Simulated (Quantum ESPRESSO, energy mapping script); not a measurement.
# Fe: energy mapping under PBE, QE, GBRV, part 2 of 2

Wanted: the magnetic order of Fe, its couplings and an estimate of its ordering temperature, by PBE, QE, GBRV.

PBE; plane waves, collinear spin, no spin–orbit coupling.

So far. Step 6 (Order 5: parallel, cell C of 3 atoms): The run ends ferromagnetic. For each magnetic atom its energy differs from the parallel run of the first cell by -0.45 meV, an error that one common reference would have brought in. Step 7 (Run 6 (uncompensated ++−; cell C, 3 atoms)): The run ends ferrimagnetic, 207.97 meV a magnetic atom above the parallel order of its cell (energies taken at zero occupation width, not the printed F).

The database entry behind the starting cell differs from later determinations by our own check (an axis about 0.7 % long against later determinations), so it need not match the best structure at ambient conditions.

## 8. Parallel start in cell D (3 atoms)

Level of this step: PBE, GBRV potentials (Quantum ESPRESSO).

A new cell needs its own zero of energy.

This run holds the same structure in another cell (b 4.081 → 2.499 Å, c 4.081 → 6.290 Å, α 120.0 → 97.6°, β 90.0 → 97.6°, γ 90.0 → 109.5°).

File pw.in:

```
&control
  calculation = 'scf'
  prefix = 'pw'
  outdir = './tmp/'
  pseudo_dir = './pseudo/'
  verbosity = 'low'
/
&system
  ibrav = 0
  nat = 3
  ntyp = 1
  ecutwfc = 45
  ecutrho = 360
  nbnd = 43
  occupations = 'smearing'
  smearing = 'fd'
  degauss = 0.00734986
  nspin = 2
  starting_magnetization(1) = 0.1750
/
&electrons
  conv_thr = 7.5e-09
  electron_maxstep = 120
  mixing_beta = 0.3
  mixing_mode = 'plain'
/
ATOMIC_SPECIES
  Fe 55.8450 Fe.upf
CELL_PARAMETERS angstrom
  -1.44300000 1.44300000 1.44300000
  1.44300000 -1.44300000 1.44300000
  4.32900000 4.32900000 -1.44300000
ATOMIC_POSITIONS crystal
  Fe 0.00000000 0.00000000 0.00000000
  Fe 0.66666667 0.66666667 0.33333333
  Fe 0.33333333 0.33333333 0.66666667
K_POINTS automatic
  16 16 16 0 0 0
```

Launch:

```bash
> OMP_NUM_THREADS=1 mpirun -n 4 pw.x -nk 4 -in pw.in > pw.out
```

Output:

```text
[banner, memory and clock lines left out]
Program PWSCF v.7.5 starts
[...]
unit-cell volume          =     243.3195 (a.u.)^3
     number of atoms/cell      =            3
[...]
number of electrons       =        48.00
     number of Kohn-Sham states=           43
     kinetic-energy cutoff     =      45.0000  Ry
     charge density cutoff     =     360.0000  Ry
[...]
internal energy E=F+TS    =    -751.03312144 Ry
     The total energy is F=E-TS. E is the sum of the following terms:
     one-electron contribution =    -355.65309116 Ry
     hartree contribution      =     204.71434583 Ry
     xc contribution           =     -87.61553194 Ry
     ewald contribution        =    -512.47884418 Ry
     total magnetization       =     7.09 Bohr mag/cell
     absolute magnetization    =     7.51 Bohr mag/cell
     convergence has been achieved in  12 iterations
[key lines of the parts left out:]
!    total energy              =    -751.04076055 Ry
the Fermi energy is    16.9696 ev
```

Elapsed: 6.4 min, on 4 MPI ranks of Arm Neoverse V1, shared host; peak memory 1.3 GiB.

The run ends ferromagnetic. For each magnetic atom its energy differs from the parallel run of the first cell by -0.25 meV, an error that one common reference would have brought in.

## 9. Run 8 (uncompensated ++−; cell D, 3 atoms)

This order reverses 2.67 of the 8 neighbours at 2.50 Å, 2.67 of the 6 neighbours at 2.89 Å and 6.67 of the 12 neighbours at 4.08 Å, counted for an average magnetic atom.

File pw.in:

```
&control
  calculation = 'scf'
  prefix = 'pw'
  outdir = './tmp/'
  pseudo_dir = './pseudo/'
  verbosity = 'low'
/
&system
  ibrav = 0
  nat = 3
  ntyp = 2
  ecutwfc = 45
  ecutrho = 360
  nbnd = 40
  occupations = 'smearing'
  smearing = 'fd'
  degauss = 0.00734986
  nspin = 2
  starting_magnetization(1) = 0.1750
  starting_magnetization(2) = -0.1750
/
&electrons
  conv_thr = 7.5e-09
  electron_maxstep = 120
  mixing_beta = 0.3
  mixing_mode = 'plain'
/
ATOMIC_SPECIES
  Fe1 55.8450 Fe.upf
  Fe2 55.8450 Fe.upf
CELL_PARAMETERS angstrom
  -1.44300000 1.44300000 1.44300000
  1.44300000 -1.44300000 1.44300000
  4.32900000 4.32900000 -1.44300000
ATOMIC_POSITIONS crystal
  Fe1 0.00000000 0.00000000 0.00000000
  Fe1 0.66666667 0.66666667 0.33333333
  Fe2 0.33333333 0.33333333 0.66666667
K_POINTS automatic
  16 16 16 0 0 0
```

Output:

```text
[banner, memory and clock lines left out]
Program PWSCF v.7.5 starts
[...]
unit-cell volume          =     243.3195 (a.u.)^3
     number of atoms/cell      =            3
[...]
number of electrons       =        48.00
     number of Kohn-Sham states=           40
     kinetic-energy cutoff     =      45.0000  Ry
     charge density cutoff     =     360.0000  Ry
[...]
internal energy E=F+TS    =    -751.00431742 Ry
     The total energy is F=E-TS. E is the sum of the following terms:
     one-electron contribution =    -355.44555449 Ry
     hartree contribution      =     204.46503553 Ry
     xc contribution           =     -87.54495428 Ry
     ewald contribution        =    -512.47884418 Ry
     total magnetization       =     2.35 Bohr mag/cell
     absolute magnetization    =     7.23 Bohr mag/cell
     convergence has been achieved in  14 iterations
[key lines of the parts left out:]
!    total energy              =    -751.01304037 Ry
the Fermi energy is    17.3182 ev
```

It took 6.6 min on 4 MPI ranks; peak memory 1.3 GiB.

The run ends ferrimagnetic, 128.18 meV a magnetic atom above the parallel order of its cell (energies taken at zero occupation width, not the printed F).

## 10. Mapping onto a Heisenberg model

Each energy difference is a sum of couplings weighted by the pairs that the order reverses. A few near shells are fitted to the differences by least squares. Energies are those extrapolated to zero occupation width, not the free energies F.

The orders that converged (zero: parallel moments in the same cell):

| order | atoms | energy (meV a magnetic atom) | moments (μB) | moments kept as typed | opposed neighbours at 2.50, 2.89, 4.08 Å |
| --- | --- | --- | --- | --- | --- |
| parallel in cell A | 2 | 0.00 | 2.41 | yes | 0, 0, 0 |
| compensated +− in cell A | 2 | 231.09 | 2.21 | yes | 4, 4, 8 |
| parallel in cell B | 2 | 0.00 | 2.42 | yes | 0, 0, 0 |
| compensated +− in cell B | 2 | 483.76 | 1.98 | yes | 8, 0, 0 |
| parallel in cell C | 3 | 0.00 | 2.42 | yes | 0, 0, 0 |
| uncompensated ++− in cell C | 3 | 207.97 | 2.05 to 2.43 | yes | 4, 4, 4 |
| parallel in cell D | 3 | 0.00 | 2.42 | yes | 0, 0, 0 |
| uncompensated ++− in cell D | 3 | 128.18 | 2.29 to 2.35 | yes | 2.67, 2.67, 6.67 |

The Heisenberg fit (each pair counts twice, positive J is ferromagnetic):

| pair | distance (Å) | neighbours | J (meV) |
| --- | --- | --- | --- |
| Fe–Fe | 2.50 | 8 | 30.2 |
| Fe–Fe | 2.89 | 6 | -3.81 |
| Fe–Fe | 4.08 | 12 | 0.239 |

These orders cannot tell some unfitted shells from fitted ones: the value at 4.08 Å holds J(4.08) + 2 J(6.45); other unfitted shells add to the values wholly or in part.

Adding the shell at 4.79 Å gives 43, -16, 7.1 and -4.2 meV and a mean-field temperature of 1809 K, an exact solve that tests nothing.

Limits of this fit: moments change by up to 18 % between orders.

In mean field these couplings order at 1716 K, at q = 0 (the pattern repeats with the chemical cell).

## 11. Monte Carlo

Mean field ignores fluctuations and overstates the ordering temperature, so the model is also sampled. The heat capacity peaks where order sets in.

Classical unit spins with these couplings on 8×8×8 copies of a cell that holds the lowest order (512 spins), heat-bath sweeps, cooled from random directions, 1412 sweeps to settle and 4238 measured at each temperature, averaged over 4 runs.

| T (K) | order along the lowest pattern | net moment | heat capacity (k_B a spin) |
| --- | --- | --- | --- |
| 206 | 0.95 | 0.95 | 1.00 |
| 352 | 0.91 | 0.91 | 1.10 |
| 572 | 0.84 | 0.84 | 1.16 |
| 718 | 0.79 | 0.79 | 1.29 |
| 864 | 0.72 | 0.72 | 1.39 |
| 1084 | 0.60 | 0.60 | 1.78 |
| 1230 | 0.46 | 0.46 | 2.24 |
| 1376 | 0.25 | 0.25 | 1.48 |
| 1522 | 0.15 | 0.15 | 0.66 |
| 1742 | 0.10 | 0.10 | 0.34 |
| 1888 | 0.09 | 0.09 | 0.25 |

The smoothed heat capacity peaks at 1237 K.

## 12. Summary of results

| Quantity | Value |
| --- | --- |
| lowest order tried | parallel |
| largest fitted value (a combination of shells), Fe–Fe at 2.50 Å | 30.2 meV |
| ordering temperature, mean field | 1716 K |
| heat-capacity peak, Monte Carlo | 1237 K |

Of the orders tried, Fe prefers parallel moments under PBE, QE, GBRV, and the heat capacity of the fitted model peaks near 1237 K (Monte Carlo, classical spins). The largest fitted coupling is the Fe–Fe pair at 2.50 Å, ferromagnetic at 30 meV. The orders also reverse pairs at 4.79 and 5.00 Å, which are not fitted, so the fitted values hold their part too. With 4 differences for 3 couplings the fit misses by 16 meV at most, a small part of the spread. In the fitted orders moments change by up to 18 % against the parallel run of the same cell, so a model of fixed spins is doubtful here. Every order is gapless on its mesh at this level. In a metal exchange reaches farther, and a short model of fixed moments is less apt. Monte Carlo puts the peak at 0.72 of the mean-field temperature, since mean field leaves out fluctuations. In tests on simple cubic and body-centred models such peaks lay 5 to 6 % under the bulk value.

1 further run of the session is left out of this account and of its counts and ranges: runs hit by known faults of a program or its files, repeats, responses too ill-conditioned to give a U, cells squeezed past sense, harmless faults, or fits whose shells could not be counted again from the structure.

[Logs and program files are shortened in this print: banners, set-up blocks, solver, clock and traceback lines can be left out without a mark of their own.]

[Logs are printed without paths, hosts, clocks, repeated set-up lines and the standing remarks that a program may print on its own settings, such as how far it seeks lower states.]

[Hosts, paths, dates, database ids (printed as entryN), source tags and the programs' standing remarks are cut or masked in the printed files.]

[Where a cell is said to come from a database of computed structures, the database is the Materials Project.]
